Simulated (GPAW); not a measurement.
# A Mo chain with an H atom bridging one bond: transmission at several levels

How well does a Mo chain with an H atom bridging one bond conduct at low bias, and how far do basis and functional move the answer?

Method: GPAW LCAO, PAW setups; Landauer transmission from Green's functions with principal layers (ASE), zero bias, in GPAW 26.7.0.

This is a report of a sequence of runs, with most program output left out.

### Step 1. Set-up

The cell holds 15 atoms: 14 Mo and 1 H. Its edges and angles: a = 9.000 Å, b = 9.000 Å, c = 31.700 Å, α = 90.0°, β = 90.0°, γ = 90.0°. Regions: left lead, 7 atoms (7 Mo); channel, 1 atom (1 H); right lead, 7 atoms (7 Mo). Vacuum lies along a and b. The structure is stacked along c, and the current runs across the ab planes.

### Step 2. Double-zeta polarised basis

Localised orbitals split the wire into layers that couple to their neighbours alone, which is what the Green's function method needs; double zeta with polarisation is the usual level for numbers.

run.py

```python
import json
import numpy as np
from ase import Atoms
from ase.transport.calculators import TransportCalculator
from gpaw import GPAW, FermiDirac
from gpaw.lcao.tools import get_lcao_hamiltonian
from scipy.linalg import eigh

# The junction with lead layers at both ends, along the third cell vector
device = Atoms(
    ['Mo', 'Mo', 'Mo', 'Mo', 'Mo', 'Mo', 'Mo', 'H', 'Mo', 'Mo', 'Mo', 'Mo', 'Mo', 'Mo', 'Mo'],
    positions=[
        [4.50000, 4.50000, 1.12500],
        [4.50000, 4.50000, 3.37500],
        [4.50000, 4.50000, 5.62500],
        [4.50000, 4.50000, 7.87500],
        [4.50000, 4.50000, 10.12500],
        [4.50000, 4.50000, 12.37500],
        [4.50000, 4.50000, 14.62500],
        [5.13847, 4.50000, 15.85000],
        [4.50000, 4.50000, 17.07500],
        [4.50000, 4.50000, 19.32500],
        [4.50000, 4.50000, 21.57500],
        [4.50000, 4.50000, 23.82500],
        [4.50000, 4.50000, 26.07500],
        [4.50000, 4.50000, 28.32500],
        [4.50000, 4.50000, 30.57500]],
    cell=[[9.0, 0.0, 0.0], [0.0, 9.0, 0.0], [0.0, 0.0, 31.7]],
    pbc=True)

# One principal layer of the lead: the first 5 atoms of the device
lead = Atoms(
    ['Mo', 'Mo', 'Mo', 'Mo', 'Mo'],
    positions=[
        [4.50000, 4.50000, 1.12500],
        [4.50000, 4.50000, 3.37500],
        [4.50000, 4.50000, 5.62500],
        [4.50000, 4.50000, 7.87500],
        [4.50000, 4.50000, 10.12500]],
    cell=[[9.0, 0.0, 0.0], [0.0, 9.0, 0.0], [0.0, 0.0, 11.25]],
    pbc=True)

settings = dict(mode='lcao', basis='dzp', xc='PBE', h=0.2,
                occupations=FermiDirac(0.1), maxiter=250,
                mixer=dict(beta=0.1, nmaxold=8, weight=100.0),
                convergence=dict(density=0.0001))
energies = np.arange(-2, 2 + 1e-9, 0.05)
eta = 0.0001
n1, n2 = 1, 1
# k and -k transmit alike, so half of the mesh across the current serves
mesh = [(i, j) for i in range(n1) for j in range(n2) if (i, j) <= (-i % n1, -j % n2)]
weights = np.array([1 if (i, j) == (-i % n1, -j % n2) else 2 for i, j in mesh]) / (n1 * n2)

# [... helper functions left out ...]
fermi_lead = ground_state(lead, (1, 1, 10), 'lead.txt')
fermi_device = ground_state(device, (1, 1, 3), 'device.txt')
# [... loop over the mesh left out, but for ...]
        # Shift the lead onto the potential of the device's first layer
        shift = ((H[:, 0, 0] - H0[:, 0, 0]) / S0[0, 0]).real.mean()
# [...]
kT = 8.617333e-5 * 500
bias = [0.1, 0.2, 0.5, 1.0, 1.5, 2.0]
# [... integrals and printing left out ...]
```

The run is started by

```console
OMP_NUM_THREADS=1 OPENBLAS_NUM_THREADS=1 python run.py
```

Run time: 6.9 min. Hardware: 1 thread of Arm Neoverse N1, shared host; peak memory 1.3 GiB.

Numbers from this step:

- conductance: 5.390 G₀
- largest coupling past the next principal layer: 2.80e-5 eV
- largest misfit of the first principal layer: 0.02144 eV
- shift that aligns the lead: 0.003735 eV
- basis functions of the junction: 411
- basis functions of a principal layer: 145
- transmission at the Fermi level (one spin): 5.392

One spin. Transmission, zone mean against energy, zero at the Fermi level:

energy (eV), transmission, zone mean and a bar from the least value:
```
   -2.000       2.36 #
   -1.800       2.34 #
   -1.600       2.24 
   -1.400       3.12 ########
   -1.200       3.28 ##########
   -1.000       3.33 ##########
   -0.800       4.01 #################
   -0.600       5.07 ###########################
   -0.400       5.30 #############################
   -0.200       5.38 ##############################
    0.000       5.39 ##############################
    0.050       5.39 ##############################
    0.200       5.38 ##############################
    0.400       5.35 ##############################
    0.600       5.30 #############################
    0.800       5.24 #############################
    1.000       5.11 ###########################
    1.200       4.74 ########################
    1.400       3.56 #############
    1.600       3.53 ############
    1.800       3.47 ############
    2.000       2.31 #
```

Not self-consistent under bias; the bias window is split evenly. Table of current through one cell, from the zero-bias transmission by bias:

```tsv
bias (V)	current through one cell, from the zero-bias transmission (mA)
0.100	0.0418
0.200	0.0835
0.500	0.209
1.000	0.415
1.500	0.612
2.000	0.783
```

The transmission of the three most open eigenchannels by energy, zero at the Fermi level:

```tsv
energy (eV)	channel 1	channel 2	channel 3
-2.00	0.979	0.955	0.423
-1.85	0.978	0.953	0.421
-1.70	0.976	0.951	0.388
-1.60	0.975	0.950	0.314
-1.45	0.975	0.950	0.720
-1.30	0.976	0.953	0.871
-1.15	0.979	0.957	0.906
-1.05	0.981	0.961	0.917
-0.90	0.986	0.969	0.928
-0.75	0.994	0.988	0.939
-0.60	0.995	0.986	0.943
-0.50	0.995	0.984	0.945
-0.35	0.994	0.979	0.948
-0.20	0.993	0.970	0.946
-0.05	0.992	0.965	0.943
0.00	0.992	0.965	0.942
0.05	0.991	0.964	0.941
0.20	0.990	0.964	0.938
0.35	0.989	0.964	0.934
0.50	0.987	0.963	0.930
0.60	0.986	0.963	0.927
0.75	0.985	0.963	0.923
0.90	0.985	0.963	0.919
1.05	0.985	0.963	0.914
1.15	0.986	0.963	0.910
1.30	0.988	0.965	0.904
1.45	0.990	0.968	0.895
1.60	0.993	0.971	0.884
1.70	0.996	0.974	0.877
1.85	0.998	0.972	0.864
2.00	0.984	0.847	0.477
```

Couplings past the next layer reach 2.8e-5 eV, small enough to drop; the matrix elements of the cell's first layer differ from the bulk lead's by up to 0.021 eV. That layer keeps its own values in the calculation, and only beyond it is the lead taken as perfect. The Fermi levels of lead and junction count from different zeros of potential, one for each periodic cell; with both set to zero, the small remaining shift is what aligns them. By hand: G = 5.390 × 77.48 μS = 418 μS, a resistance of 2.39 kΩ; at 0.1 V a linear junction would pass 41.8 μA, and the integral over the bias window gives 41.8 μA.

### Step 3. Single-zeta polarised basis

The second zeta is dropped, the polarisation orbitals stay.

Edit run.py of step 2 so:

```diff
@@ -42,3 +42,3 @@
 
-settings = dict(mode='lcao', basis='dzp', xc='PBE', h=0.2,
+settings = dict(mode='lcao', basis='szp(dzp)', xc='PBE', h=0.2,
                 occupations=FermiDirac(0.1), maxiter=250,
```

Elapsed: 4.5 min, on 1 thread; peak memory 1.2 GiB.

This step gave:

| Property | Result |
| --- | --- |
| conductance | 5.388 G₀ |
| largest coupling past the next principal layer | 2.79e-5 eV |
| largest misfit of the first principal layer | 0.02310 eV |
| shift that aligns the lead | 0.003248 eV |
| basis functions of the junction | 228 |
| basis functions of a principal layer | 80 |
| transmission at the Fermi level (one spin) | 5.391 |

One spin. The transmission, zone mean by energy, zero at the Fermi level:

energy (eV), transmission, zone mean and a bar from the least value:
```
    -2.00       2.39 #
    -1.85       2.39 #
    -1.70       2.38 #
    -1.60       2.36 #
    -1.45       2.27 
    -1.30       2.80 #####
    -1.15       3.17 #########
    -1.05       3.25 #########
    -0.90       3.28 ##########
    -0.75       4.47 #####################
    -0.60       5.04 ###########################
    -0.50       5.17 ############################
    -0.35       5.32 #############################
    -0.20       5.37 ##############################
    -0.05       5.39 ##############################
     0.00       5.39 ##############################
     0.05       5.39 ##############################
     0.20       5.38 ##############################
     0.35       5.35 ##############################
     0.50       5.32 #############################
     0.60       5.29 #############################
     0.75       5.24 #############################
     0.90       5.18 ############################
     1.05       5.00 ##########################
     1.15       4.78 ########################
     1.30       3.69 ##############
     1.45       3.56 ############
     1.60       3.55 ############
     1.70       3.54 ############
     1.85       3.51 ############
     2.00       3.46 ###########
```

Not self-consistent under bias; the bias window is split evenly. Table of current through one cell, from the zero-bias transmission by bias:

```tsv
bias (V)	current through one cell, from the zero-bias transmission (mA)
0.100	0.0417
0.200	0.0835
0.500	0.208
1.000	0.414
1.500	0.611
2.000	0.781
```

Transmission of the three most open eigenchannels against energy, zero at the Fermi level:

```tsv
energy (eV)	channel 1	channel 2	channel 3
-2.00	0.978	0.957	0.453
-1.85	0.976	0.954	0.461
-1.70	0.975	0.951	0.452
-1.60	0.974	0.951	0.431
-1.45	0.974	0.952	0.344
-1.30	0.974	0.955	0.582
-1.15	0.975	0.959	0.842
-1.05	0.977	0.963	0.885
-0.90	0.981	0.971	0.908
-0.75	0.990	0.989	0.930
-0.60	0.990	0.986	0.943
-0.50	0.991	0.984	0.946
-0.35	0.990	0.977	0.949
-0.20	0.989	0.965	0.946
-0.05	0.989	0.961	0.944
0.00	0.989	0.961	0.944
0.05	0.989	0.961	0.944
0.20	0.988	0.960	0.941
0.35	0.986	0.960	0.938
0.50	0.984	0.959	0.933
0.60	0.982	0.958	0.930
0.75	0.981	0.957	0.929
0.90	0.980	0.957	0.920
1.05	0.980	0.957	0.913
1.15	0.981	0.958	0.908
1.30	0.984	0.961	0.899
1.45	0.984	0.961	0.889
1.60	0.986	0.963	0.878
1.70	0.988	0.965	0.871
1.85	0.992	0.968	0.859
2.00	0.995	0.966	0.842
```

The conductance equals that of the dzp run to 0.2 %.

### Step 4. GPAW, sz: basis = "sz(dzp)"

The minimal basis is the cheapest rung: no second zeta and no polarisation.

Edit run.py of step 3 so:

```diff
@@ -42,3 +42,3 @@
 
-settings = dict(mode='lcao', basis='szp(dzp)', xc='PBE', h=0.2,
+settings = dict(mode='lcao', basis='sz(dzp)', xc='PBE', h=0.2,
                 occupations=FermiDirac(0.1), maxiter=250,
```

The job ended after 3.5 min (1 thread; peak memory 1.2 GiB).

Numbers from this step:

| Property | Result |
| --- | --- |
| conductance | 5.347 G₀ |
| largest coupling past the next principal layer | 2.78e-5 eV |
| largest misfit of the first principal layer | 0.02424 eV |
| shift that aligns the lead | 0.004744 eV |
| basis functions of the junction | 183 |
| basis functions of a principal layer | 65 |
| transmission at the Fermi level (one spin) | 5.350 |

The conductance, 5.35 G₀, lies 0.8 % below that of the dzp run.

### Step 5. LDA in the dzp basis: xc = "LDA"

Back in the dzp basis, the functional changes from PBE to LDA, to set the spread between functionals beside that between bases.

Edit run.py of step 4 so:

```diff
@@ -42,3 +42,3 @@
 
-settings = dict(mode='lcao', basis='sz(dzp)', xc='PBE', h=0.2,
+settings = dict(mode='lcao', basis='dzp', xc='LDA', h=0.2,
                 occupations=FermiDirac(0.1), maxiter=250,
```

Run time: 5.9 min. Hardware: 1 thread; peak memory 1.3 GiB.

Numbers from this step:

- conductance: 5.419 G₀
- largest coupling past the next principal layer: 2.75e-5 eV
- largest misfit of the first principal layer: 0.02257 eV
- shift that aligns the lead: 0.003214 eV
- basis functions of the junction: 411
- basis functions of a principal layer: 145
- transmission at the Fermi level (one spin): 5.421

One spin. The transmission, zone mean by energy, zero at the Fermi level:

energy (eV), transmission, zone mean and a bar from the least value:
```
    -2.00       2.36 ##
    -1.85       2.36 ##
    -1.70       2.31 #
    -1.60       2.19 
    -1.45       3.10 ########
    -1.30       3.27 ##########
    -1.15       3.32 ###########
    -1.05       3.35 ###########
    -0.90       3.35 ###########
    -0.75       4.52 ######################
    -0.60       5.09 ###########################
    -0.50       5.21 ############################
    -0.35       5.35 #############################
    -0.20       5.41 ##############################
    -0.05       5.42 ##############################
     0.00       5.42 ##############################
     0.05       5.42 ##############################
     0.20       5.41 ##############################
     0.35       5.38 ##############################
     0.50       5.35 #############################
     0.60       5.32 #############################
     0.75       5.27 #############################
     0.90       5.21 ############################
     1.05       5.08 ###########################
     1.15       4.92 #########################
     1.30       4.36 ####################
     1.45       3.56 #############
     1.60       3.54 #############
     1.70       3.51 ############
     1.85       3.44 ############
     2.00       2.96 #######
```

The conductance, 5.42 G₀, lies 0.5 % above that of the dzp run.

### Step 6. All levels side by side

Times are for 1 thread of Arm Neoverse N1, shared host. The runs compared:

```tsv
no.	run	conductance (G₀)	time	memory (GiB)
1	dzp	5.390	6.9 min	1.3
2	szp	5.388	4.5 min	1.2
3	sz	5.347	3.5 min	1.2
4	dzp LDA	5.419	5.9 min	1.3
```

### Step 7. The levels side by side

The curves are compared point by point over the common energies.

This step: comparison of transmission and cost over codes and levels (GPAW 26.7.0).

Ladder, by row:

```tsv
step	code	T at the Fermi level (sum over the listed spins)	conductance (G0)	r.m.s. T(E) from the first	wall time (s)	peak memory (GiB)	threads
dzp	GPAW	5.392	5.39	0	412.5	1.34	1
szp	GPAW	5.391	5.388	0.2589	268.7	1.25	1
sz	GPAW	5.35	5.347	0.2922	210.3	1.19	1
dzp-LDA	GPAW	5.421	5.419	0.09038	354.9	1.34	1
```

The transmission, zone mean, sum over the listed spins by energy, zero at the Fermi level:

```tsv
energy (eV)	dzp	szp	sz	dzp-LDA
-2.000	2.36	2.39	2.39	2.36
-1.800	2.34	2.39	2.39	2.35
-1.600	2.24	2.36	2.36	2.19
-1.400	3.12	2.20	2.21	3.18
-1.200	3.28	3.09	3.08	3.31
-1.000	3.33	3.27	3.26	3.35
-0.800	4.01	4.02	4.09	3.80
-0.600	5.07	5.04	5.02	5.09
-0.400	5.30	5.29	5.26	5.32
-0.200	5.38	5.37	5.33	5.41
0.000	5.39	5.39	5.35	5.42
0.050	5.39	5.39	5.35	5.42
0.200	5.38	5.38	5.34	5.41
0.400	5.35	5.34	5.31	5.37
0.600	5.30	5.29	5.26	5.32
0.800	5.24	5.22	5.20	5.26
1.000	5.11	5.08	5.04	5.14
1.200	4.74	4.63	4.56	4.80
1.400	3.56	3.56	3.52	3.57
1.600	3.53	3.55	3.50	3.54
1.800	3.47	3.52	3.48	3.47
2.000	2.31	3.46	3.45	2.96
```

### Step 8. SCF mesh 1×1×1, smearing 0.2, potential alignment off

The SCF mesh sets the Fermi level of the repeated cell. Smearing helps the SCF of a metal converge, but it blurs occupations at band edges near the Fermi level. Without the shift, lead and junction are matched by their Fermi levels alone.

This step: GPAW LCAO, PAW setups; Landauer transmission from Green's functions with principal layers (ASE), zero bias (GPAW 26.7.0).

Edit run.py of step 5 so:

```diff
@@ -42,4 +42,4 @@
 
-settings = dict(mode='lcao', basis='dzp', xc='LDA', h=0.2,
-                occupations=FermiDirac(0.1), maxiter=250,
+settings = dict(mode='lcao', basis='dzp', xc='PBE', h=0.2,
+                occupations=FermiDirac(0.2), maxiter=250,
                 mixer=dict(beta=0.1, nmaxold=8, weight=100.0),
@@ -55,6 +55,6 @@
 fermi_lead = ground_state(lead, (1, 1, 10), 'lead.txt')
-fermi_device = ground_state(device, (1, 1, 3), 'device.txt')
+fermi_device = ground_state(device, (1, 1, 1), 'device.txt')
 # [... loop over the mesh left out, but for ...]
-        # Shift the lead onto the potential of the device's first layer
-        shift = ((H[:, 0, 0] - H0[:, 0, 0]) / S0[0, 0]).real.mean()
+        # Lead and device are aligned by their Fermi levels alone
+        shift = 0.0
 # [...]
```

Wall time 4.5 min (1 thread); peak memory 1.3 GiB.

The run finished with changed settings (scf_mesh = [1, 1, 1], width = 0.2 and align = false); it serves as a test.

Side by side:

```tsv
quantity	this run	sound run	difference
conductance (G₀)	5.3543	5.3895	-0.0352
largest coupling past the next principal layer (eV)	2.799e-5	2.799e-5	-2.2e-10
largest misfit of the first principal layer (eV)	0.096665	0.021435	0.0752
shift that aligns the lead (eV)	0	0.0037348	-0.00373
transmission at the Fermi level (one spin)	5.3475	5.3916	-0.0441
```

One result that differs is the largest misfit of the first principal layer, 0.0967 eV against 0.0214 eV.

### Step 9. Another change of settings

A last run, with other settings again.

Edit run.py of step 8 so:

```diff
@@ -43,4 +43,4 @@
 settings = dict(mode='lcao', basis='dzp', xc='PBE', h=0.2,
-                occupations=FermiDirac(0.2), maxiter=250,
-                mixer=dict(beta=0.1, nmaxold=8, weight=100.0),
+                occupations=FermiDirac(0.1), maxiter=100,
+                mixer=dict(beta=0.9, nmaxold=1, weight=1.0),
                 convergence=dict(density=0.0001))
@@ -55,6 +55,6 @@
 fermi_lead = ground_state(lead, (1, 1, 10), 'lead.txt')
-fermi_device = ground_state(device, (1, 1, 1), 'device.txt')
+fermi_device = ground_state(device, (1, 1, 3), 'device.txt')
 # [... loop over the mesh left out, but for ...]
-        # Lead and device are aligned by their Fermi levels alone
-        shift = 0.0
+        # Shift the lead onto the potential of the device's first layer
+        shift = ((H[:, 0, 0] - H0[:, 0, 0]) / S0[0, 0]).real.mean()
 # [...]
```

Run time: 8.9 min. Hardware: 1 thread; peak memory 0.43 GiB.

The fault put into the input: mixing far too strong, under a cap of 100 iterations, which ended the run (beta = 0.9, nmaxold = 1 and weight = 1.0).

### Step 10. Summary of results

| Item | Value |
| --- | --- |
| conductance | 5.39 G₀ |
| transmission at the Fermi level, mean of the spins | 5.39 |
| thermopower | about 0 (under 1.5 μV/K) |

In the dzp basis the junction conducts 5.39 G₀ at 500 K, with T = 5.39 a spin at the Fermi level; the sz basis reaches that conductance within 10 %. At the Fermi level the three most open eigenchannels pass 0.99, 0.96 and 0.94. Measured against the first run (dzp), the nearest curve is that of dzp-LDA (r.m.s. 0.090) and the farthest that of sz (0.29). Over the compared runs wall time goes from 210 s (sz) to 412 s (dzp), on a shared host. The geometry was built from estimated bond lengths and not relaxed, so the numbers describe this model structure. The run had no spin polarisation, so a magnetic state, which chains and small molecules with open shells often have, wasn't tested. An evenly spaced straight chain is an idealisation: free chains tend to dimerise, zigzag or, where a band edge lies near the Fermi level, turn magnetic. The currents use the zero-bias T(E) throughout, which holds only while the bias is small against the distance to the nearest feature.

[Logs are printed without paths, hosts, clocks, repeated set-up lines and the standing remarks that a program may print on its own settings, such as how far it seeks lower states.]

[Hosts, paths, dates, database ids (printed as entryN), source tags and the programs' standing remarks are cut or masked in the printed files.]
